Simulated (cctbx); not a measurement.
# Absolute structure of ZnCrSiS5

Space group P1 (no. 1), a = 6.6130 Å, b = 6.6440 Å, c = 8.7540 Å, α = 108.17°, β = 108.88°, γ = 97.06°.

```
atom  mult.       x       y       z  Ueq (Å²)
 Zn1      1     3/4  0.8710  0.2754    0.0063
 Zn2      1  0.2663  0.1374  0.7556    0.0083
 Cr1      1  0.0025  0.4933  0.0112    0.0057
 Cr2      1  0.9926  0.5033  0.5182    0.0038
  S1      1  0.0832  0.4277  0.7668    0.0075
  S2      1  0.9130  0.5476  0.2620    0.0042
  S3      1  0.6834  0.1912  0.8628    0.0051
  S4      1  0.3487  0.7612  0.6406    0.0082
  S5      1  0.3178  0.8100  0.1701    0.0052
  S6      1  0.6638  0.2226  0.3862    0.0067
  S7      1  0.1549  0.1768  0.4241    0.0062
  S8      1  0.2353  0.2395  0.0715    0.0073
  S9      1  0.8535  0.8164  0.6177    0.0040
 S10      1  0.7732  0.7447  0.9676    0.0086
 Si1      1  0.3252  0.1282  0.2615    0.0049
 Si2      1  0.6879  0.8634  0.7683    0.0056
```

The model is made up (kin elements in a known structure type, no relaxation), so it says nothing on whether the phase exists.

Data sets are simulated with cctbx and refined with Bijvoet mates kept apart; Flack x is then fitted as the share of an inverted twin with the atoms fixed, Hooft y from the Bijvoet differences. The group has rotations alone, so the crystal has a hand.

Untwinned crystal. What Flack and Hooft values should come out?

| λ (Å) | extinction (unmodelled) | d min (Å) | top counts | error (%) | model | R1 | Flack x | s.u. | Hooft y | s.u. | pairs |
| --- | --- | --- | --- | --- | --- | --- | --- | --- | --- | --- | --- |
| 0.71073 | 0 | 0.77 | 40000 | 2 | as given | 0.0165 | 0.008 | 0.008 | 0.015 | 0.011 | 1246 |
| 0.71073 | 0 | 0.77 | 40000 | 2 | inverted | 0.0315 | 0.972 | 0.011 | 1.038 | 0.012 | 1246 |
| 1.54184 | 0.1 | 0.83 | 40000 | 3 | as given | 0.0169 | -0.002 | 0.003 | -0.002 | 0.006 | 1005 |

With Mo Kα, x is within 3 s.u. of 0, so the hand is right. With Cu Kα, x is within 3 s.u. of 0, so the hand is right. Inverting the model turns x into about 1 − x.

A further crystal gives:

```csv
λ (Å),extinction (unmodelled),d min (Å),top counts,error (%),model,R1,Flack x,s.u.,Hooft y,s.u.,pairs
0.71073,0,0.6,70000,4,as given,0.0300,0.500,0.004,0.503,0.005,2635
```

**Question.** What is it?

It was simulated as an inversion twin with a fraction 0.5 of the inverted domain. Flack x is over 3 s.u. from both 0 and 1 and reads that fraction.

[Logs are printed without paths, hosts, clocks, repeated set-up lines and the standing remarks that a program may print on its own settings, such as how far it seeks lower states.]
